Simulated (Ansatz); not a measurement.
Reflectivity of Ga (Cmce) at normal incidence (Ansatz, PBE, independent particles, without spin-orbit coupling, line width 0.15 eV (Gaussian), carrier damping 0.03 eV):

```json
{"E (eV)": "1.00", "R (%)": "89.7"}
{"E (eV)": "1.25", "R (%)": "86.0"}
{"E (eV)": "1.50", "R (%)": "81.3"}
{"E (eV)": "1.75", "R (%)": "72.2"}
{"E (eV)": "2.00", "R (%)": "71.9"}
{"E (eV)": "2.25", "R (%)": "79.7"}
{"E (eV)": "2.50", "R (%)": "82.5"}
{"E (eV)": "2.75", "R (%)": "83.4"}
{"E (eV)": "3.00", "R (%)": "82.2"}
{"E (eV)": "3.25", "R (%)": "82.1"}
{"E (eV)": "3.50", "R (%)": "82.0"}
{"E (eV)": "3.75", "R (%)": "81.4"}
{"E (eV)": "4.00", "R (%)": "81.7"}
{"E (eV)": "4.25", "R (%)": "82.2"}
{"E (eV)": "4.50", "R (%)": "82.8"}
{"E (eV)": "4.75", "R (%)": "83.1"}
{"E (eV)": "5.00", "R (%)": "83.0"}
```

Task: What colour would a polished face show in daylight?

Result: Near white: CIE x = 0.305, y = 0.330, luminous reflectivity 77 % under D65, from the mean over the axes.

[Logs are printed without paths, hosts, clocks, repeated set-up lines and the standing remarks that a program may print on its own settings, such as how far it seeks lower states.]
